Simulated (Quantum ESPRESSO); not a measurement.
# PtSe2 (Sudovikovite): zone-centre phonons, part 2 of 2

Aim: the zone-centre modes of PtSe2 (Sudovikovite).

Quantum ESPRESSO 7.5; DFT LDA, scalar-relativistic, plane waves, JTH PAW pseudopotentials.

So far. Step 2 (A probe with smearing): No gap opens on this mesh, so smearing is kept; the start stands at -0.17 GPa. Step 4 (Self-consistent run for the response): The cell stands at -0.015 GPa, close enough for phonons. The relaxed cell has a = 3.745, c = 4.757 Å (conventional setting).

The database entry behind the starting cell has ideal inner coordinates that were not refined, so it need not match the best structure at ambient conditions.

## Step 5: Zone-centre response

At q = 0 one unit cell holds all displacements; symmetry groups them into irreducible representations that are solved one by one. With smeared occupations no response to a homogeneous field can be asked.

The input, ph.in:

```
phonons
&INPUTPH
  prefix       = 'x'
  outdir       = './tmp'
  fildyn       = 'g.dyn'
  tr2_ph       = 1.0d-18
  alpha_mix(1) = 0.4
  nmix_ph      = 8
/
0.000000000000 0.000000000000 0.000000000000
```

Launch:

```console
$ OMP_NUM_THREADS=1 mpirun -n 4 ph.x -nk 4 -in ph.in > ph.out
```

What it wrote:

```text
[banners, grids, parts of the stress and lines that vanish by symmetry left out]
[banner, memory and clock lines left out]
Program PHONON v.7.5

     ./tmp/x.save/

     file Pt.upf: wavefunction(s)  6S 0S 6P 0P 5D 0D renormalized
     file Se.upf: wavefunction(s)  0S 4P 0P renormalized

     IMPORTANT: XC functional enforced from input :
     Exchange-correlation= PW
                           (   1   4   0   0   0   0   0)
     Any further DFT definition will be discarded
     Please, verify this is what you really want

     G-vector sticks info

     Check: negative core charge=   -0.000010

     negative rho (up, down):  4.813E-04 0.000E+00
     Reading collected, re-writing distributed wavefunctions in ./tmp/

     Number and degeneracy of irreps per q-point
       N         xq(1)         xq(2)         xq(3)   N irreps
       1   0.000000000   0.000000000   0.000000000       6
        1   2   1   1   2   2

     Calculation of q =    0.0000000   0.0000000   0.0000000

     phonons

     bravais-lattice index     =            4
     lattice parameter (alat)  =       7.0764  a.u.
     unit-cell volume          =     389.8235 (a.u.)^3
     number of atoms/cell      =            3
     number of atomic types    =            2
     kinetic-energy cut-off    =      40.0000  Ry
     charge density cut-off    =     200.0000  Ry
     convergence threshold     =      1.0E-18
     beta                      =       0.4000
     number of iterations used =            8
     Exchange-correlation= PW
                           (   1   4   0   0   0   0   0)

     celldm(1)=    7.07638  celldm(2)=    0.00000  celldm(3)=    1.27029
     celldm(4)=    0.00000  celldm(5)=    0.00000  celldm(6)=    0.00000

     crystal axes: (cart. coord. in units of alat)
               a(1) = (  1.0000  0.0000  0.0000 )
               a(2) = ( -0.5000  0.8660  0.0000 )
               a(3) = (  0.0000  0.0000  1.2703 )

     reciprocal axes: (cart. coord. in units 2 pi/alat)
               b(1) = (  1.0000  0.5774 -0.0000 )
               b(2) = (  0.0000  1.1547  0.0000 )
               b(3) = (  0.0000 -0.0000  0.7872 )

     Atoms inside the unit cell:

     Cartesian axes

     site n.  atom      mass           positions (alat units)
        1  Pt    195.0840   tau(    1) = (    0.00000    0.00000    0.00000  )
        2  Se     78.9710   tau(    2) = (   -0.00000    0.57735    0.33677  )
        3  Se     78.9710   tau(    3) = (    0.50000    0.28868    0.93352  )

     Computing dynamical matrix for
                    q = (   0.0000000   0.0000000   0.0000000 )

     13 Sym.Ops. (with q -> -q+G )

     G cutoff =  253.6838  (  18593 G-vectors)     FFT grid: ( 32, 32, 45)
     G cutoff =  202.9471  (  13351 G-vectors)  smooth grid: ( 30, 30, 40)

     number of k points=    62  Marzari-Vanderbilt smearing, width (Ry)=  0.0200
                       cart. coord. in units 2pi/alat
        k(    1) = (   0.0000000   0.0000000   0.0000000), wk =   0.0041152
        k(    2) = (   0.0000000   0.0000000   0.1312034), wk =   0.0082305
        k(    3) = (   0.0000000   0.0000000   0.2624069), wk =   0.0082305
        [... further k-points left out ...]

     PseudoPot. # 1 for Pt read from file:
     ./pseudo/Pt.upf
     Pseudo is Projector augmented-wave + core cor, Zval = 10.0
     Shape of augmentation charge: SINC**2
     Using radial grid of 1126 points,  6 beta functions with:
                l(1) =   0
                l(2) =   0
                l(3) =   1
                l(4) =   1
                l(5) =   2
                l(6) =   2
     Q(r) pseudized with 0 coefficients

     PseudoPot. # 2 for Se read from file:
     ./pseudo/Se.upf
     Pseudo is Projector augmented-wave + core cor, Zval =  6.0
     Shape of augmentation charge: BESSEL
     Using radial grid of 1059 points,  4 beta functions with:
                l(1) =   0
                l(2) =   0
                l(3) =   1
                l(4) =   1
     Q(r) pseudized with 0 coefficients

     Mode symmetry, D_3d (-3m)  point group:

     Atomic displacements:
     There are    6 irreducible representations

     Representation     1      1 modes -  To be done

     Representation     2      2 modes -  To be done

     Representation     3      1 modes -  To be done

     Representation     4      1 modes -  To be done

     Representation     5      2 modes -  To be done

     Representation     6      2 modes -  To be done

     Alpha used in Ewald sum =   1.9000

     negative rho (up, down):  4.813E-04 0.000E+00

     Representation #   1 mode #   1

     Self-consistent Calculation

     Pert. #  1: Fermi energy shift (Ry) =    -6.8568E-02     0.0000E+00

      iter #   1   av.it.:   8.1
      thresh= 1.000E-02 alpha_mix =  0.400 |ddv_scf|^2 =  1.846E-05

     Pert. #  1: Fermi energy shift (Ry) =     1.8678E-01     0.0000E+00

      iter #   2   av.it.:  13.5
      thresh= 4.297E-04 alpha_mix =  0.400 |ddv_scf|^2 =  7.306E-06

     Pert. #  1: Fermi energy shift (Ry) =     1.4452E-02     0.0000E+00

      iter #   3   av.it.:  13.5
      thresh= 2.703E-04 alpha_mix =  0.400 |ddv_scf|^2 =  7.572E-07

     Pert. #  1: Fermi energy shift (Ry) =     5.0220E-02     0.0000E+00

      iter #   4   av.it.:  12.9
      thresh= 8.702E-05 alpha_mix =  0.400 |ddv_scf|^2 =  6.699E-09

     Pert. #  1: Fermi energy shift (Ry) =     4.9006E-02     0.0000E+00

      iter #   5   av.it.:  13.6
      thresh= 8.185E-06 alpha_mix =  0.400 |ddv_scf|^2 =  1.368E-10

     Pert. #  1: Fermi energy shift (Ry) =     4.8148E-02     0.0000E+00

      iter #   6   av.it.:  12.3
      thresh= 1.170E-06 alpha_mix =  0.400 |ddv_scf|^2 =  2.597E-11

     Pert. #  1: Fermi energy shift (Ry) =     4.7582E-02     0.0000E+00

      iter #   7   av.it.:  13.2
      thresh= 5.096E-07 alpha_mix =  0.400 |ddv_scf|^2 =  2.554E-13

     Pert. #  1: Fermi energy shift (Ry) =     4.7583E-02     0.0000E+00

      iter #   8   av.it.:  13.5
      thresh= 5.053E-08 alpha_mix =  0.400 |ddv_scf|^2 =  3.494E-14

     Pert. #  1: Fermi energy shift (Ry) =     4.7586E-02     0.0000E+00

      iter #   9   av.it.:  11.9
      thresh= 1.869E-08 alpha_mix =  0.400 |ddv_scf|^2 =  4.306E-15

     Pert. #  1: Fermi energy shift (Ry) =     4.7588E-02     0.0000E+00

      iter #  10   av.it.:  12.9
      thresh= 6.562E-09 alpha_mix =  0.400 |ddv_scf|^2 =  3.728E-17

     Pert. #  1: Fermi energy shift (Ry) =     4.7588E-02     0.0000E+00

      iter #  11   av.it.:  12.8
      thresh= 6.106E-10 alpha_mix =  0.400 |ddv_scf|^2 =  6.326E-19

     End of self-consistent calculation

     Convergence has been achieved

     Representation #   2 modes #   2   3

     Self-consistent Calculation
      iter #   1   av.it.:   7.2
      thresh= 1.000E-02 alpha_mix =  0.400 |ddv_scf|^2 =  1.922E-07
      iter #   2   av.it.:  13.8
      thresh= 4.384E-05 alpha_mix =  0.400 |ddv_scf|^2 =  2.369E-08
      iter #   3   av.it.:  14.3
      thresh= 1.539E-05 alpha_mix =  0.400 |ddv_scf|^2 =  1.272E-09
[...]
End of self-consistent calculation

     Convergence has been achieved

     Representation #   3 mode #   4

     Self-consistent Calculation
[...]
End of self-consistent calculation

     Convergence has been achieved

     Representation #   4 mode #   5

     Self-consistent Calculation
[...]
End of self-consistent calculation

     Convergence has been achieved

     Representation #   5 modes #   6   7

     Self-consistent Calculation
[...]
End of self-consistent calculation

     Convergence has been achieved

     Representation #   6 modes #   8   9

     Self-consistent Calculation
[...]
iter #   4   av.it.:  14.6
      thresh= 3.045E-06 alpha_mix =  0.400 |ddv_scf|^2 =  2.430E-11
      iter #   5   av.it.:  13.8
      thresh= 4.929E-07 alpha_mix =  0.400 |ddv_scf|^2 =  1.245E-12
      iter #   6   av.it.:  13.7
      thresh= 1.116E-07 alpha_mix =  0.400 |ddv_scf|^2 =  1.598E-13
      iter #   7   av.it.:  14.0
      thresh= 3.997E-08 alpha_mix =  0.400 |ddv_scf|^2 =  4.021E-15
      iter #   8   av.it.:  14.0
      thresh= 6.341E-09 alpha_mix =  0.400 |ddv_scf|^2 =  1.901E-17
      iter #   9   av.it.:  13.7
      thresh= 4.361E-10 alpha_mix =  0.400 |ddv_scf|^2 =  3.375E-18
      iter #  10   av.it.:  14.7
      thresh= 1.837E-10 alpha_mix =  0.400 |ddv_scf|^2 =  2.631E-20

     End of self-consistent calculation

     Convergence has been achieved

     Number of q in the star =    1
     List of q in the star:
          1   0.000000000   0.000000000   0.000000000

     Diagonalizing the dynamical matrix

     q = (    0.000000000   0.000000000   0.000000000 )

 **************************************************************************
     freq (    1) =      -0.027964 [THz] =      -0.932786 [cm-1]
     freq (    2) =       0.038737 [THz] =       1.292116 [cm-1]
     freq (    3) =       0.038737 [THz] =       1.292116 [cm-1]
     freq (    4) =       4.907459 [THz] =     163.695216 [cm-1]
     freq (    5) =       4.907459 [THz] =     163.695216 [cm-1]
     freq (    6) =       6.241834 [THz] =     208.205155 [cm-1]
     freq (    7) =       6.611676 [THz] =     220.541776 [cm-1]
     freq (    8) =       6.611676 [THz] =     220.541776 [cm-1]
     freq (    9) =       6.629786 [THz] =     221.145859 [cm-1]
 **************************************************************************

     Mode symmetry, D_3d (-3m)  point group:

     freq (   1-   1) =         -0.9  [cm-1]   --> A_2u L_2'       I
     freq (   2-   3) =          1.3  [cm-1]   --> E_u  L_3'       I
     freq (   4-   5) =        163.7  [cm-1]   --> E_g  L_3        R
     freq (   6-   6) =        208.2  [cm-1]   --> A_1g L_1        R
     freq (   7-   8) =        220.5  [cm-1]   --> E_u  L_3'       I
     freq (   9-   9) =        221.1  [cm-1]   --> A_2u L_2'       I
```

It took 3.6 min on 4 MPI ranks of Arm Neoverse V1, shared host; 14 min of CPU time.

This step gave:

```
largest acoustic frequency at the zone centre before the sum rule : 1.29 cm⁻¹
highest optical zone-centre mode (no LO-TO term)                  : 221.2 cm⁻¹
lowest optical zone-centre mode                                   : 163.7 cm⁻¹
```

The acoustic modes at Γ come out as far as 1.3 cm⁻¹ from zero, where they should vanish, a small numerical error.

## Step 6: Modes with the sum rule

A rigid shift of the crystal must cost nothing, but grids and finite bases break this; the acoustic sum rule is imposed before the matrix is diagonalised again.

The input, dynmat.in:

```
&INPUT
  fildyn = 'g.dyn'
  asr    = 'crystal'
  fileig = 'dynmat.eig'
/
```

Launch:

```console
$ dynmat.x -in dynmat.in > dynmat.out
```

What it wrote:

```text
[banner, memory and clock lines left out]
Program DYNMAT v.7.5

     Reading Dynamical Matrix from file g.dyn
     ...Force constants read
     ...epsilon and Z* not read (not found on file)
     Acoustic Sum Rule: || Z*(ASR) - Z*(orig)|| =    0.000000E+00
     Acoustic Sum Rule: ||dyn(ASR) - dyn(orig)||=    2.938432E-05
     A direction for q was not specified:TO-LO splitting will be absent

     Polarizability (A^3 units)
     multiply by 1.000000 for Clausius-Mossotti correction
         0.000000    0.000000    0.000000
         0.000000    0.000000    0.000000
         0.000000    0.000000    0.000000

     IR activities are in (D/A)^2/amu units

# mode   [cm-1]    [THz]      IR
    1     -0.00   -0.0000    0.0000
    2      0.00    0.0000    0.0000
    3      0.00    0.0000    0.0000
    4    163.70    4.9075    0.0000
    5    163.70    4.9075    0.0000
    6    208.21    6.2418    0.0000
    7    220.54    6.6116    0.0000
    8    220.54    6.6116    0.0000
    9    221.15    6.6299    0.0000

[end of the log left out, with the tail of the file of modes that dynmat.x writes under the same name]
```

Wall time 0.45 s (1 thread).

Unit eigenvectors of the mass-weighted matrix after the sum rule; no LO-TO term. The modes at Γ (shares of kinetic energy by element, %):

| mode | frequency (cm⁻¹) | Pt % | Se % |
| --- | --- | --- | --- |
| 1 | 0.0 | 55 | 45 |
| 2 | 0.0 | 55 | 45 |
| 3 | 0.0 | 55 | 45 |
| 4 | 163.7 | 0 | 100 |
| 5 | 163.7 | 0 | 100 |
| 6 | 208.2 | 0 | 100 |
| 7 | 220.5 | 45 | 55 |
| 8 | 220.5 | 45 | 55 |
| 9 | 221.2 | 45 | 55 |

Displacements in mode 5 (163.7 cm⁻¹), the largest set to 1:
```
Pt1  0.00  0.00  0.00
Se2  0.65  1.00  0.00
Se3 -0.65 -1.00  0.00
```

Displacements in mode 6 (208.2 cm⁻¹), the largest set to 1:
```
Pt1  0.00  0.00  0.00
Se2  0.00  0.00  1.00
Se3  0.00  0.00 -1.00
```

The rule moves no optical mode by more than 0.1 cm⁻¹.

## Step 7: Sum rules set otherwise (asr no)

Without the rule the raw error of the acoustic modes shows.

The input, dynmat.in:

```
&INPUT
  fildyn = 'g.dyn'
  asr    = 'no'
  fileig = 'dynmat.eig'
/
```

Launch:

```console
$ dynmat.x -in dynmat.in > dynmat.out
```

What it wrote:

```text
[banner, memory and clock lines left out]
Program DYNMAT v.7.5

     Reading Dynamical Matrix from file g.dyn
     ...Force constants read
     ...epsilon and Z* not read (not found on file)
     A direction for q was not specified:TO-LO splitting will be absent

     Polarizability (A^3 units)
     multiply by 1.000000 for Clausius-Mossotti correction
         0.000000    0.000000    0.000000
         0.000000    0.000000    0.000000
         0.000000    0.000000    0.000000

     IR activities are in (D/A)^2/amu units

# mode   [cm-1]    [THz]      IR
    1     -0.93   -0.0280    0.0000
    2      1.29    0.0387    0.0000
    3      1.29    0.0387    0.0000
    4    163.70    4.9075    0.0000
    5    163.70    4.9075    0.0000
    6    208.21    6.2418    0.0000
    7    220.54    6.6117    0.0000
    8    220.54    6.6117    0.0000
    9    221.15    6.6298    0.0000

[cm-1]
[end of the log left out, with the tail of the file of modes that dynmat.x writes under the same name]
```

The job ended after 0.45 s (1 thread).

Zone-centre frequencies as printed; negative means imaginary. Modes:

| mode | frequency (cm⁻¹) |
| --- | --- |
| 1 | -0.93 |
| 2 | 1.29 |
| 3 | 1.29 |
| 4 | 163.7 |
| 5 | 163.7 |
| 6 | 208.2 |
| 7 | 220.5 |
| 8 | 220.5 |
| 9 | 221.2 |

Against the first rule no mode moves by more than 1.3 cm⁻¹.

## Step 8: Sum rules set otherwise: a sum rule for molecules or wires on a crystal

This rule also removes rotations, which suits wires and not a crystal; it is tried to see the harm.

The input, dynmat.in:

```
&INPUT
  fildyn = 'g.dyn'
  asr    = 'one-dim'
  fileig = 'dynmat.eig'
/
```

Launch:

```console
$ dynmat.x -in dynmat.in > dynmat.out
```

What it wrote:

```text
[banner, memory and clock lines left out]
Program DYNMAT v.7.5

     Reading Dynamical Matrix from file g.dyn
     ...Force constants read
     ...epsilon and Z* not read (not found on file)
asr rotation axis in 1D system=    3
     Acoustic Sum Rule: || Z*(ASR) - Z*(orig)|| =    0.000000E+00
     Acoustic Sum Rule: ||dyn(ASR) - dyn(orig)||=    3.935085E-01
     A direction for q was not specified:TO-LO splitting will be absent

     Polarizability (A^3 units)
     multiply by 1.000000 for Clausius-Mossotti correction
         0.000000    0.000000    0.000000
         0.000000    0.000000    0.000000
         0.000000    0.000000    0.000000

     IR activities are in (D/A)^2/amu units

# mode   [cm-1]    [THz]      IR
    1     -0.00   -0.0000    0.0000
    2      0.00    0.0000    0.0000
    3      0.00    0.0000    0.0000
    4      0.00    0.0000    0.0000
    5    163.70    4.9075    0.0000
    6    207.50    6.2208    0.0000
    7    208.21    6.2418    0.0000
    8    220.54    6.6116    0.0000
    9    221.15    6.6299    0.0000

[end of the log left out, with the tail of the file of modes that dynmat.x writes under the same name]
```

Elapsed: 0.45 s, on 1 thread.

The run ended normally, but on settings that are not sound.

The fault: a sum rule for molecules or wires on a crystal; 1 optical mode is projected out to zero frequency, as if it were a rotation.

For a crystal the rule has to be 'simple' or 'crystal'.

Zone-centre frequencies as printed; negative means imaginary. Modes:

| mode | frequency (cm⁻¹) |
| --- | --- |
| 1 | 0 |
| 2 | 0 |
| 3 | 0 |
| 4 | 0 |
| 5 | 163.7 |
| 6 | 207.5 |
| 7 | 208.2 |
| 8 | 220.5 |
| 9 | 221.2 |

## Step 9: What came out

- space group after relaxation: P-3m1
- volume per atom: 19.3 Å³
- highest optical zone-centre mode (no LO-TO term): 221.2 cm⁻¹
- lowest optical zone-centre mode: 163.7 cm⁻¹
- imaginary optical modes at the zone centre (no q mesh in this session): none

**Reading.** At the LDA level the optical modes of PtSe2 (Sudovikovite) at the zone centre run from 164 to 221 cm⁻¹. Of the 6 optical modes, 3 are Raman active alone and 3 are infrared active alone; inversion symmetry keeps the two sets apart. These are harmonic frequencies at zero temperature: anharmonic shifts and linewidths and thermal expansion are left out. Spin-orbit coupling is left out, which can matter for the heavy elements here. In a metal the frequencies hang on the k mesh and the smearing, most of all near Kohn anomalies.

[Host names and launcher messages were left out of these logs when they were recorded.]

[Logs are printed without paths, hosts, clocks, repeated set-up lines and the standing remarks that a program may print on its own settings, such as how far it seeks lower states.]

[Hosts, paths, dates, database ids (printed as entryN), source tags and the programs' standing remarks are cut or masked in the printed files.]
